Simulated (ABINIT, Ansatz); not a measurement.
## How the form of the self-energy moves the gap of CrF6 (R-3)

Aim: compare treatments of exchange, screening and correlation for the gap of CrF6 (R-3).

Method: PBEsol and many-body steps on it, plane waves, in ABINIT 10.8.3.

## Step 1: The structure

It takes space group R-3 (No. 148, trigonal). Conventional cell: a = 4.805 Å, b = 4.805 Å, c = 13.108 Å, α = 90.00°, β = 90.00°, γ = 120.00°. Nearest to Cr lie 6 F at 1.74 Å. Nearest to F lie 1 Cr at 1.74 Å. Farther neighbours and most contacts between anions are not listed.

The cell and positions are those that the Materials Project relaxed with its own functionals (PBE, PBE+U or r2SCAN), kept fixed.

## Step 2: Empty states on the mesh, 2×2×2 mesh, 185 bands

This step: ABINIT 10.8.3; DFT, PBEsol, plane waves, norm-conserving pseudopotentials.

The sums over transitions need many empty states on a uniform mesh; this step solves for them.

Input file run.abi:

```
acell 3*1.0 Angstrom
rprim 
  2.402403871812 1.387028522093 4.369215055800
  -2.402403871812 1.387028522093 4.369215055800
  0.000000000000 -2.774057044186 4.369215055800
ntypat 2
znucl 24 9
natom 7
typat 1 2 2 2 2 2 2
xred 
  0.000000000000 0.000000000000 0.000000000000
  0.368598720000 0.081843300000 0.779004130000
  0.081843300000 0.779004130000 0.368598720000
  0.220995870000 0.631401280000 0.918156700000
  0.918156700000 0.220995870000 0.631401280000
  0.631401280000 0.918156700000 0.220995870000
  0.779004130000 0.368598720000 0.081843300000
pp_dirpath "pseudos"
pseudos "Cr.upf, F.upf"
ecut 43
ngkpt 2 2 2
nshiftk 1
shiftk 0 0 0
kptopt 1
chksymbreak 0
iscf -2
irdden 1
istwfk *1
nband 185
nbdbuf 16
tolwfr 1e-09
nstep 60
prtvol 0
indata_prefix "in"
outdata_prefix "out"
tmpdata_prefix "tmp"
```

Run with:

```sh
$ OMP_NUM_THREADS=1 mpirun -n 4 abinit run.abi > log
```

Numbers of over 12 decimals in the logs are rounded to 6 here.

Log:

```text
.Version 10.8.3 of ABINIT. v10.8.2 released Aug 2026.

 Symmetries : space group R-3 (#148); Bravais hR (rhombohedral)
[... echo of the input left out ...]
== DATASET  1 ==================================================================
-   mpi_nproc: 4, omp_nthreads: 1 (-1 if OMP is not activated)

--- !DatasetInfo
iteration_state: {dtset: 1, }
dimensions: {natom: 7, nkpt: 4, mband: 185, nsppol: 1, nspinor: 1, nspden: 1, mpw: 7993, }
cutoff_energies: {ecut:  43.0, pawecutdg:  -1.0, }
[...]
2.78880    2.78880    2.78941    2.83866    2.88025    2.88025    2.88481    2.88481
   2.89262    2.95558    2.98329    2.98332    2.98911    3.02205    3.02506    3.03635
   3.06947
 prteigrs : prtvol=0 or 1, do not print more k-points.

== END DATASET(S) ==============================================================
================================================================================

 -outvars: echo values of variables after computation  --------
            nband         185
             nkpt           4
          spgroup         148
 [... the other variables as echoed above ...]

 Calculation completed.
```

Elapsed: 99 s, on 4 MPI ranks of Arm Neoverse N1, shared host; peak memory 0.48 GiB; 6.6 min of CPU time.

This step gave:

```yaml
gap: 1.937 eV
k_of_the_valence_top: 0.5, 0.5, 0
k_of_the_conduction_bottom: 0, 0, 0
least_direct_gap: 1.992 eV
k_points_computed: 4
lowest_point_of_the_top_converged_band_above_the_valence_top: 78.0466 eV
```

On this mesh the gap is 1.937 eV.

The density comes from a self-consistent run that is not shown.

## Step 3: Screening, 2×2×2 mesh, 85 bands, screening to 114.3 eV

The RPA dielectric matrix is built and inverted for each q.

This step: RPA screening on PBEsol, plane waves, norm-conserving pseudopotentials.

run.abi, as its differences from that of step 2:

```diff
@@ -25,10 +25,11 @@
 chksymbreak 0
-iscf -2
-irdden 1
 istwfk *1
-nband 185
-nbdbuf 16
-tolwfr 1e-09
-nstep 60
-prtvol 0
+occopt 1
+irdwfk 1
+optdriver 3
+nband 85
+ecuteps 4.2
+inclvkb 2
+awtr 1
+symchi 1
 indata_prefix "in"
```

Log:

```text
.Version 10.8.3 of ABINIT. v10.8.2 released Aug 2026.

 Symmetries : space group R-3 (#148); Bravais hR (rhombohedral)
[... echo of the input left out ...]
== DATASET  1 ==================================================================
-   mpi_nproc: 4, omp_nthreads: 1 (-1 if OMP is not activated)

--- !DatasetInfo
iteration_state: {dtset: 1, }
dimensions: {natom: 7, nkpt: 4, mband: 85, nsppol: 1, nspinor: 1, nspden: 1, mpw: 7993, }
cutoff_energies: {ecut:  43.0, pawecutdg:  -1.0, }
electrons: {nelect:   5.60000000E+01, charge:   0.00000000E+00, occopt:   1.00000000E+00, tsmear:   1.00000000E-02, }

 SCREENING: Calculation of the susceptibility and dielectric matrices

 Based on a program developped by R.W. Godby, V. Olevano, G. Onida, and L. Reining.
 Incorporated in ABINIT by V. Olevano, G.-M. Rignanese, and M. Torrent.
.Using double precision arithmetic ; gwpc =  8

[... cell and pseudopotentials left out ...]
--------------------------------------------------------------------------------

 ==== K-mesh for the wavefunctions ====
 Number of points in the irreducible wedge :     4
[... list of points left out ...]
 Together with  6 symmetry operations and time-reversal symmetry
 yields     8 points in the full Brillouin Zone.

 ==== Q-mesh for the screening function ====
 Number of points in the irreducible wedge :     4
[... list of points left out ...]
 Together with  6 symmetry operations and time-reversal symmetry
 yields     8 points in the full Brillouin Zone.

 setmesh: FFT mesh size selected  =    40x   40x   40
          total number of points  =        64000

 vcoul_init : cutoff-mode = AUXILIARY_FUNCTION
 q-points for optical limit:   1
     1)      0.000010    0.000020    0.000030

- screening: taking advantage of time-reversal symmetry
- Maximum band index for partially occupied states nbvw = 28
- Remaining bands to be divided among processors   nbcw = 57
- Number of bands treated by each node ~14

 Number of electrons calculated from density =   56.0000; Expected =   56.0000
 average of density, n =  0.094996
 r_s =    1.3596
 omega_plasma =   29.7309 [eV]

 calculating chi0 at frequencies [eV] :
  1    0.000000E+00    0.000000E+00
  2    0.000000E+00    2.973091E+01

--------------------------------------------------------------------------------
  q-point number  1        q = ( 0.000000, 0.000000, 0.000000) [r.l.u.]
--------------------------------------------------------------------------------
[... chi0 elements left out ...]
 For q-point:  0.000010 0.000020 0.000030
  dielectric constant =   3.4100
  dielectric constant without local fields =   6.2624

  Average fulfillment of the sum rule on Im[epsilon] for q-point    1 :     32.12  [%]
[... wings left out ...]
  q-point number  2        q = ( 0.500000, 0.000000, 0.000000) [r.l.u.]
--------------------------------------------------------------------------------
[... chi0 elements left out ...]
  Average fulfillment of the sum rule on Im[epsilon] for q-point    2 :     38.69  [%]

 [... 2 further q-points ...]
```

The job ended after 40 s (4 MPI ranks; peak memory 1.3 GiB; 2.7 min of CPU time).

This step gave:

```yaml
eps_infinity_with_local_fields_on_this_mesh_along_the_program_s_q_direction: 3.41
the_same_without_local_fields: 6.262
plasma_frequency: 29.73 eV
plane_waves_in_the_screening_matrix: 247
```

Local fields lower ε∞ by 46 %. On a Γ-centred mesh this coarse the value itself is usually too large, while a short band sum pulls it down.

## Step 4: G0W0, Godby-Needs plasmon pole

The self-energy is evaluated for the states that the input lists, and the levels follow from it, in one-shot runs by the linearised quasiparticle equation.

This step: G0W0 on PBEsol, plane waves, norm-conserving pseudopotentials.

run.abi, as its differences from that of step 3:

```diff
@@ -28,8 +28,17 @@
 irdwfk 1
-optdriver 3
+optdriver 4
 nband 85
+gwcalctyp 0
+ecutsigx 43
+symsigma 1
+nkptgw 2
+kptgw 
+  0.5000000000 0.5000000000 0.0000000000
+  0.0000000000 0.0000000000 0.0000000000
+bdgw 
+  27 30
+  27 31
 ecuteps 4.2
-inclvkb 2
-awtr 1
-symchi 1
+irdscr 1
+ppmodel 1
 indata_prefix "in"
```

Log:

```text
.Version 10.8.3 of ABINIT. v10.8.2 released Aug 2026.

 Symmetries : space group R-3 (#148); Bravais hR (rhombohedral)
[... echo of the input left out ...]
== DATASET  1 ==================================================================
-   mpi_nproc: 4, omp_nthreads: 1 (-1 if OMP is not activated)

--- !DatasetInfo
iteration_state: {dtset: 1, }
dimensions: {natom: 7, nkpt: 4, mband: 85, nsppol: 1, nspinor: 1, nspden: 1, mpw: 7993, }
cutoff_energies: {ecut:  43.0, pawecutdg:  -1.0, }
electrons: {nelect:   5.60000000E+01, charge:   0.00000000E+00, occopt:   1.00000000E+00, tsmear:   1.00000000E-02, }

 SIGMA: Calculation of the GW corrections

 Based on a program developped by R.W. Godby, V. Olevano, G. Onida, and L. Reining.
 Incorporated in ABINIT by V. Olevano, G.-M. Rignanese, and M. Torrent.
.Using double precision arithmetic ; gwpc =  8

[... cell and pseudopotentials left out ...]
--------------------------------------------------------------------------------

 ==== K-mesh for the wavefunctions ====
 Number of points in the irreducible wedge :     4
[... list of points left out ...]
 Together with  6 symmetry operations and time-reversal symmetry
 yields     8 points in the full Brillouin Zone.

 ==== Q-mesh for screening function ====
 Number of points in the irreducible wedge :     4
[... list of points left out ...]
 Together with  6 symmetry operations and time-reversal symmetry
 yields     8 points in the full Brillouin Zone.

 vcoul_init : cutoff-mode = AUXILIARY_FUNCTION
 q-points for optical limit:   1
     1)      0.000010    0.000020    0.000030
 setmesh: FFT mesh size selected  =    60x   60x   60
          total number of points  =       216000

 Number of electrons calculated from density =   56.0000; Expected =   56.0000
 average of density, n =  0.094996
 r_s =    1.3596
 omega_plasma =   29.7309 [eV]

 === KS Band Gaps ===
  >>>> For spin  1
   Minimum direct gap =   1.9917 [eV], located at k-point      :   0.5000  0.5000  0.0000
   Fundamental gap    =   1.9365 [eV], Top of valence bands at :   0.5000  0.5000  0.0000
                                       Bottom of conduction at :   0.0000  0.0000  0.0000
 SIGMA fundamental parameters:
 PLASMON POLE MODEL  1
 number of plane-waves for SigmaX                 7993
 number of plane-waves for SigmaC and W            247
 number of plane-waves for wavefunctions          7993
 number of bands                                    85
 number of independent spin polarizations            1
 number of spinorial components                      1
 number of k-points in IBZ                           4
 number of q-points in IBZ                           4
 number of symmetry operations                       6
 number of k-points in BZ                            8
 number of q-points in BZ                            8
 number of frequencies for dSigma/dE                 9
 frequency step for dSigma/dE [eV]                0.25
 number of omega for Sigma on real axis              0
 max omega for Sigma on real axis  [eV]           0.00
 zcut for avoiding poles [eV]                     0.10

 EPSILON^-1 parameters (SCR file):
 dimension of the eps^-1 matrix on file            247
 dimension of the eps^-1 matrix used               247
 number of plane-waves for wavefunctions          7993
 number of bands                                    85
 number of q-points in IBZ                           4
 number of frequencies                               2
 number of real frequencies                          1
 number of imag frequencies                          1

 matrix elements of self-energy operator (all in [eV])

 Perturbative Calculation

--- !SelfEnergy_ee
iteration_state: {dtset: 1, }
kpoint     : [   0.500,    0.500,    0.000, ]
spin       : 1
KS_gap     :    1.992
QP_gap     :    4.944
Delta_QP_KS:    2.952
data: !SigmaeeData |
     Band     E0 <VxcDFT>   SigX SigC(E0)      Z dSigC/dE  Sig(E)    E-E0       E
       27  -2.698 -22.915 -29.740   6.368   0.740  -0.352 -23.253  -0.338  -3.036
       28  -2.558 -23.160 -29.957   6.356   0.741  -0.350 -23.487  -0.327  -2.884
       29  -0.566 -24.886 -18.532  -2.837   0.746  -0.340 -22.261   2.625   2.059
       30  -0.380 -25.102 -19.085  -2.501   0.744  -0.345 -22.488   2.614   2.234

--- !SelfEnergy_ee
iteration_state: {dtset: 1, }
kpoint     : [   0.000,    0.000,    0.000, ]
spin       : 1
KS_gap     :    2.132
QP_gap     :    5.087
Delta_QP_KS:    2.955
data: !SigmaeeData |
     Band     E0 <VxcDFT>   SigX SigC(E0)      Z dSigC/dE  Sig(E)    E-E0       E
       27  -2.754 -22.932 -29.684   6.313   0.739  -0.353 -23.257  -0.325  -3.079
       28  -2.754 -22.932 -29.684   6.313   0.739  -0.353 -23.257  -0.325  -3.079
       29  -0.621 -24.868 -18.449  -2.899   0.747  -0.338 -22.238   2.630   2.008
       30  -0.418 -25.180 -19.048  -2.601   0.744  -0.345 -22.555   2.625   2.207
       31  -0.418 -25.180 -19.048  -2.601   0.744  -0.345 -22.555   2.625   2.207

== END DATASET(S) ==============================================================
================================================================================

 -outvars: echo values of variables after computation  --------
           etotal      0.0000000000E+00
            nband          85
             nkpt           4
          spgroup         148
 [... the other variables as echoed above ...]

 Calculation completed.
```

Wall time 13 s (4 MPI ranks); peak memory 0.82 GiB; 52 s of CPU time.

This step gave:

| Property | Result |
| --- | --- |
| G0W0 gap on the points computed | 4.892 eV |
| starting gap on the mesh | 1.937 eV |
| k of the valence top | 0.5, 0.5, 0 |
| k of the conduction bottom | 0, 0, 0 |
| Z at the valence top | 0.741 |
| Z at the conduction bottom | 0.747 |
| least direct G0W0 gap on the computed points | 4.943 eV |

The gap on the mesh goes from 1.94 eV to 4.89 eV, a correction of +2.96 eV.

## Step 5: G0W0, Engel-Farid plasmon pole

run.abi, as its differences from that of step 4:

```diff
@@ -42,3 +42,3 @@
 irdscr 1
-ppmodel 1
+ppmodel 4
 indata_prefix "in"
```

Log:

```text
.Version 10.8.3 of ABINIT. v10.8.2 released Aug 2026.

 Symmetries : space group R-3 (#148); Bravais hR (rhombohedral)
[... echo of the input left out ...]
== DATASET  1 ==================================================================
-   mpi_nproc: 4, omp_nthreads: 1 (-1 if OMP is not activated)

--- !DatasetInfo
iteration_state: {dtset: 1, }
dimensions: {natom: 7, nkpt: 4, mband: 85, nsppol: 1, nspinor: 1, nspden: 1, mpw: 7993, }
cutoff_energies: {ecut:  43.0, pawecutdg:  -1.0, }
electrons: {nelect:   5.60000000E+01, charge:   0.00000000E+00, occopt:   1.00000000E+00, tsmear:   1.00000000E-02, }

 SIGMA: Calculation of the GW corrections

 Based on a program developped by R.W. Godby, V. Olevano, G. Onida, and L. Reining.
 Incorporated in ABINIT by V. Olevano, G.-M. Rignanese, and M. Torrent.
.Using double precision arithmetic ; gwpc =  8

[... cell and pseudopotentials left out ...]
--------------------------------------------------------------------------------

 ==== K-mesh for the wavefunctions ====
 Number of points in the irreducible wedge :     4
[... list of points left out ...]
 Together with  6 symmetry operations and time-reversal symmetry
 yields     8 points in the full Brillouin Zone.

 ==== Q-mesh for screening function ====
 Number of points in the irreducible wedge :     4
[... list of points left out ...]
 Together with  6 symmetry operations and time-reversal symmetry
 yields     8 points in the full Brillouin Zone.

 vcoul_init : cutoff-mode = AUXILIARY_FUNCTION
 q-points for optical limit:   1
     1)      0.000010    0.000020    0.000030
 setmesh: FFT mesh size selected  =    60x   60x   60
          total number of points  =       216000

 Number of electrons calculated from density =   56.0000; Expected =   56.0000
[...]
number of omega for Sigma on real axis              0
 max omega for Sigma on real axis  [eV]           0.00
 zcut for avoiding poles [eV]                     0.10

 EPSILON^-1 parameters (SCR file):
 dimension of the eps^-1 matrix on file            247
 dimension of the eps^-1 matrix used               247
 number of plane-waves for wavefunctions          7993
 number of bands                                    85
 number of q-points in IBZ                           4
 number of frequencies                               2
 number of real frequencies                          1
 number of imag frequencies                          1

 matrix elements of self-energy operator (all in [eV])

 Perturbative Calculation

--- !SelfEnergy_ee
iteration_state: {dtset: 1, }
kpoint     : [   0.500,    0.500,    0.000, ]
spin       : 1
KS_gap     :    1.992
QP_gap     :    5.270
Delta_QP_KS:    3.278
data: !SigmaeeData |
     Band     E0 <VxcDFT>   SigX SigC(E0)      Z dSigC/dE  Sig(E)    E-E0       E
       27  -2.698 -22.915 -29.740   6.399   0.767  -0.304 -23.241  -0.326  -3.024
       28  -2.558 -23.160 -29.957   6.394   0.767  -0.304 -23.469  -0.309  -2.866
       29  -0.566 -24.886 -18.532  -2.642   0.800  -0.250 -21.917   2.970   2.404
[...]
--- !SelfEnergy_ee
iteration_state: {dtset: 1, }
kpoint     : [   0.000,    0.000,    0.000, ]
spin       : 1
KS_gap     :    2.132
QP_gap     :    5.417
Delta_QP_KS:    3.285
data: !SigmaeeData |
     Band     E0 <VxcDFT>   SigX SigC(E0)      Z dSigC/dE  Sig(E)    E-E0       E
[...]
30  -0.418 -25.180 -19.048  -2.396   0.797  -0.255 -22.203   2.977   2.559
       31  -0.418 -25.180 -19.048  -2.396   0.797  -0.255 -22.203   2.977   2.559

== END DATASET(S) ==============================================================
================================================================================

 -outvars: echo values of variables after computation  --------
           etotal      0.0000000000E+00
            nband          85
             nkpt           4
          spgroup         148
 [... the other variables as echoed above ...]

 Calculation completed.
```

It took 9.1 s on 4 MPI ranks; peak memory 1 GiB; 36 s of CPU time.

Numbers from this step:

| Quantity | Value |
| --- | --- |
| G0W0 gap on the points computed | 5.214 eV |
| starting gap on the mesh | 1.937 eV |
| k of the valence top | 0.5, 0.5, 0 |
| k of the conduction bottom | 0, 0, 0 |
| Z at the valence top | 0.767 |
| Z at the conduction bottom | 0.8 |
| least direct G0W0 gap on the computed points | 5.27 eV |

Against G0W0 in ABINIT (2×2×2 mesh, 85 bands, screening to 114.3 eV, Godby-Needs plasmon pole), the gap moves by +0.322 eV.

## Step 6: G0W0, von der Linden-Horsch plasmon pole

run.abi, as its differences from that of step 5:

```diff
@@ -42,3 +42,3 @@
 irdscr 1
-ppmodel 4
+ppmodel 3
 indata_prefix "in"
```

Log:

```text
.Version 10.8.3 of ABINIT. v10.8.2 released Aug 2026.

 Symmetries : space group R-3 (#148); Bravais hR (rhombohedral)
[... echo of the input left out ...]
== DATASET  1 ==================================================================
-   mpi_nproc: 4, omp_nthreads: 1 (-1 if OMP is not activated)

--- !DatasetInfo
iteration_state: {dtset: 1, }
dimensions: {natom: 7, nkpt: 4, mband: 85, nsppol: 1, nspinor: 1, nspden: 1, mpw: 7993, }
cutoff_energies: {ecut:  43.0, pawecutdg:  -1.0, }
[...]
Band     E0 <VxcDFT>   SigX SigC(E0)      Z dSigC/dE  Sig(E)    E-E0       E
[...]
30  -0.418 -25.180 -19.048  -2.375   0.860  -0.163 -21.950   3.230   2.812
       31  -0.418 -25.180 -19.048  -2.375   0.860  -0.163 -21.950   3.230   2.812

== END DATASET(S) ==============================================================
================================================================================

 -outvars: echo values of variables after computation  --------
           etotal      0.0000000000E+00
            nband          85
             nkpt           4
          spgroup         148
 [... the other variables as echoed above ...]

 Calculation completed.
```

Run time: 9.2 s. Hardware: 4 MPI ranks; peak memory 1 GiB; 36 s of CPU time.

Numbers from this step:

- G0W0 gap on the points computed: 5.491 eV
- starting gap on the mesh: 1.937 eV
- k of the valence top: 0.5, 0.5, 0
- k of the conduction bottom: 0, 0, 0
- least direct G0W0 gap on the computed points: 5.551 eV

Against G0W0 in ABINIT (2×2×2 mesh, 85 bands, screening to 114.3 eV, Godby-Needs plasmon pole), the gap moves by +0.599 eV.

(Part 1 of 2 ends here.)

[Paths, hosts, dates, memory and timing lines, banners, echoed tables and standing remarks are left out of the program output.]

[Logs are printed without paths, hosts, clocks, repeated set-up lines and the standing remarks that a program may print on its own settings, such as how far it seeks lower states.]

[Runs of the session that timed out or met a known fault of the program may be left out.]

[No measured gap is set beside runs whose start may be inverted or whose files or cutoffs have a known fault.]

[Hosts, paths, dates, database ids (printed as entryN), source tags and the programs' standing remarks are cut or masked in the printed files.]

[G0W0 gaps are taken among the corrected bands and points alone; a level outside them can change the order at an edge.]

[Where Ansatz stands beside ABINIT at settings called matched, ABINIT's density can come from a denser mesh and the files from another edition; pairs whose starting gaps differed by over 0.03 eV were left out, so agreement reads better than it is.]
